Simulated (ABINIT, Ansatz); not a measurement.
# How the form of the self-energy moves the gap of LiBiB2O6 (R-3), part 2 of 2

Wanted: the gap of LiBiB2O6 (R-3) under several approximations, with cost.

ABINIT 10.8.3; LDA and many-body steps on it, plane waves. Known limits of the many-body steps: not at the basis limit; no spin-orbit coupling; coarse k mesh.

So far. Step 4 (G0W0, Godby-Needs plasmon pole): The gap on the mesh goes from 1.29 eV to 2.72 eV, a correction of +1.42 eV. Step 5 (G0W0, Hybertsen-Louie plasmon pole): Against G0W0 in ABINIT (2×2×2 mesh, 105 bands, screening to 114.3 eV, Godby-Needs plasmon pole), the gap moves by +0.225 eV.

### 6. G0W0, von der Linden-Horsch plasmon pole

Level of this step: G0W0 on LDA, plane waves, norm-conserving pseudopotentials (ABINIT).

run.abi

```
acell 3*1.0 Angstrom
rprim 
  2.439250647883 1.408302018200 5.224968345293
  -2.439250647883 1.408302018200 5.224968345293
  0.000000000000 -2.816604036329 5.224968345313
ntypat 4
znucl 3 5 83 8
natom 10
typat 1 2 2 3 4 4 4 4 4 4
xred 
  0.500000000000 0.500000000000 0.500000000000
  0.254532000000 0.254532000000 0.254532000000
  0.745468000000 0.745468000000 0.745468000000
  -0.000000000000 -0.000000000000 0.000000000000
  0.031291000000 0.463879000000 0.746058000000
  0.536121000000 0.253942000000 0.968709000000
  0.253942000000 0.968709000000 0.536121000000
  0.746058000000 0.031291000000 0.463879000000
  0.463879000000 0.746058000000 0.031291000000
  0.968709000000 0.536121000000 0.253942000000
pp_dirpath "pseudos"
pseudos "Li.upf, B.upf, Bi.upf, O.upf"
ecut 44
ngkpt 2 2 2
nshiftk 1
shiftk 0 0 0
kptopt 1
chksymbreak 0
istwfk *1
occopt 1
irdwfk 1
optdriver 4
nband 105
gwcalctyp 0
ecutsigx 44
symsigma 1
nkptgw 3
kptgw 
  0.5000000000 0.5000000000 0.0000000000
  0.5000000000 0.5000000000 0.5000000000
  0.0000000000 0.0000000000 0.0000000000
bdgw 
  33 36
  33 36
  33 36
ecuteps 4.2
irdscr 1
ppmodel 3
indata_prefix "in"
outdata_prefix "out"
tmpdata_prefix "tmp"
```

Run with:

```console
$ OMP_NUM_THREADS=1 mpirun -n 4 abinit run.abi > log
```

Numbers of over 12 decimals in the logs are rounded to 6 here.

The program printed:

```text
.Version 10.8.3 of ABINIT. v10.8.2 released Aug 2026.

 Symmetries : space group R-3 (#148); Bravais hR (rhombohedral)
[... echo of the input left out ...]
== DATASET  1 ==================================================================
-   mpi_nproc: 4, omp_nthreads: 1 (-1 if OMP is not activated)

--- !DatasetInfo
iteration_state: {dtset: 1, }
dimensions: {natom: 10, nkpt: 4, mband: 105, nsppol: 1, nspinor: 1, nspden: 1, mpw: 10163, }
cutoff_energies: {ecut:  44.0, pawecutdg:  -1.0, }
[...]
Band     E0 <VxcDFT>   SigX SigC(E0)      Z dSigC/dE  Sig(E)    E-E0       E
[...]
35   3.903 -19.159 -16.350  -0.625   0.859  -0.164 -17.282   1.877   5.780
       36   9.212 -12.692  -6.839  -3.826   0.886  -0.129 -10.897   1.795  11.007

== END DATASET(S) ==============================================================
================================================================================

 -outvars: echo values of variables after computation  --------
           etotal      0.0000000000E+00
            nband         105
             nkpt           4
          spgroup         148
 [... the other variables as echoed above ...]

 Calculation completed.
```

The job ended after 12 s (4 MPI ranks of AMD EPYC 9R14 (Zen 4), shared host; peak memory 1.8 GiB; 49 s of CPU time).

Numbers from this step:

| Item | Value |
| --- | --- |
| G0W0 gap on the points computed | 2.841 eV |
| starting gap on the mesh | 1.292 eV |
| k of the valence top | 0.5, 0.5, 0 |
| k of the conduction bottom | 0.5, 0.5, 0.5 |
| least direct G0W0 gap on the computed points | 3.158 eV |

Against G0W0 in ABINIT (2×2×2 mesh, 105 bands, screening to 114.3 eV, Godby-Needs plasmon pole), the gap moves by +0.126 eV.

### 7. One-shot Hartree-Fock

This step: one-shot Hartree-Fock on LDA, plane waves, norm-conserving pseudopotentials.

run.abi, as its differences from that of step 6:

```diff
@@ -32,4 +32,4 @@
 optdriver 4
-nband 105
-gwcalctyp 0
+nband 38
+gwcalctyp 5
 ecutsigx 44
@@ -45,5 +45,4 @@
   33 36
-ecuteps 4.2
-irdscr 1
-ppmodel 3
+ixc_sigma 40
+fftgw 31
 indata_prefix "in"
```

The program printed:

```text
.Version 10.8.3 of ABINIT. v10.8.2 released Aug 2026.

 Symmetries : space group R-3 (#148); Bravais hR (rhombohedral)
[... echo of the input left out ...]
== DATASET  1 ==================================================================
-   mpi_nproc: 4, omp_nthreads: 1 (-1 if OMP is not activated)

--- !DatasetInfo
iteration_state: {dtset: 1, }
dimensions: {natom: 10, nkpt: 4, mband: 38, nsppol: 1, nspinor: 1, nspden: 1, mpw: 10163, }
cutoff_energies: {ecut:  44.0, pawecutdg:  -1.0, }
[...]
Band     E0 <VxcDFT>   SigX SigC(E0)      Z dSigC/dE  Sig(E)    E-E0       E
[...]
35   3.903 -19.159 -16.350   0.000   1.000   0.000 -16.350   2.808   6.712
       36   9.212 -12.692  -6.839   0.000   1.000   0.000  -6.839   5.852  15.064

== END DATASET(S) ==============================================================
================================================================================

 -outvars: echo values of variables after computation  --------
           etotal      0.0000000000E+00
            nband          38
             nkpt           4
          spgroup         148
 [... the other variables as echoed above ...]

 Calculation completed.
```

Wall time 12 s (4 MPI ranks); peak memory 1.6 GiB; 48 s of CPU time.

Numbers from this step:

```
quasiparticle gap on the points computed              : 8.76 eV
starting gap on the mesh                              : 1.292 eV
k of the valence top                                  : 0.5, 0.5, 0
k of the conduction bottom                            : 0, 0, 0
least direct quasiparticle gap on the computed points : 9.478 eV
```

Against G0W0 in ABINIT (2×2×2 mesh, 105 bands, screening to 114.3 eV, Godby-Needs plasmon pole), the gap moves by +6.045 eV.

### 8. The runs together

Times are wall times on 4 MPI ranks of AMD EPYC 9R14 (Zen 4), shared host, good to a factor of about two. A run's time includes the screening step that it read.

| run | mesh | bands | screening cutoff (eV) | DFT gap (eV) | gap on the mesh (eV) | direct (eV) | ε∞ used | time |
| --- | --- | --- | --- | --- | --- | --- | --- | --- |
| G0W0, Godby-Needs plasmon pole | 2×2×2 | 105 | 114.3 | 1.292 | 2.715 | 2.992 | 5.62 | 65 s |
| G0W0, Hybertsen-Louie plasmon pole | 2×2×2 | 105 | 114.3 | 1.292 | 2.940 | 3.296 | 5.62 | 66 s |
| G0W0, von der Linden-Horsch plasmon pole | 2×2×2 | 105 | 114.3 | 1.292 | 2.841 | 3.158 | 5.62 | 62 s |
| one-shot Hartree-Fock | 2×2×2 | - | - | 1.292 | 8.760 | 9.478 | - | 12 s |

### 9. What came out

| Quantity | Value |
| --- | --- |
| G0W0, Godby-Needs plasmon pole | 2.715 eV |
| G0W0, Hybertsen-Louie plasmon pole | 2.940 eV |
| G0W0, von der Linden-Horsch plasmon pole | 2.841 eV |
| one-shot Hartree-Fock | 8.760 eV |
| known limits | not at the basis limit; no spin-orbit coupling; coarse k mesh |

In words: G0W0, Hybertsen-Louie plasmon pole: +0.225 eV against G0W0, Godby-Needs plasmon pole. G0W0, von der Linden-Horsch plasmon pole: +0.126 eV against G0W0, Godby-Needs plasmon pole. One-shot Hartree-Fock: +6.045 eV against G0W0, Godby-Needs plasmon pole. Bare exchange alone opens the gap to 8.76 eV; against G0W0, correlation takes back 6.04 eV. Bands and cutoff are finite, so the gap is not at the basis limit. The miss can reach some tenths of an eV and take either sign; the mesh is an error of its own. In the first G0W0 run levels were corrected at 3 k points alone, so a gap called «on the mesh» is the least over those, and an edge elsewhere would be missed. The 2×2×2 mesh is coarse for this cell, which bears on the long-range parts of exchange and screening. Where an edge is built on 6p states of lead, bismuth or thallium, scalar-relativistic gaps usually stand too wide, by a few tenths to over one eV. The many-body steps are scalar-relativistic: spin-orbit coupling is not in them.

[Paths, hosts, dates, memory and timing lines, banners, echoed tables and standing remarks are left out of the program output.]

[Logs are printed without paths, hosts, clocks, repeated set-up lines and the standing remarks that a program may print on its own settings, such as how far it seeks lower states.]

[Runs of the session that timed out or met a known fault of the program may be left out.]

[No measured gap is set beside runs whose start may be inverted or whose files or cutoffs have a known fault.]

[Hosts, paths, dates, database ids (printed as entryN), source tags and the programs' standing remarks are cut or masked in the printed files.]

[G0W0 gaps are taken among the corrected bands and points alone; a level outside them can change the order at an edge.]

[Where Ansatz stands beside ABINIT at settings called matched, ABINIT's density can come from a denser mesh and the files from another edition; pairs whose starting gaps differed by over 0.03 eV were left out, so agreement reads better than it is.]
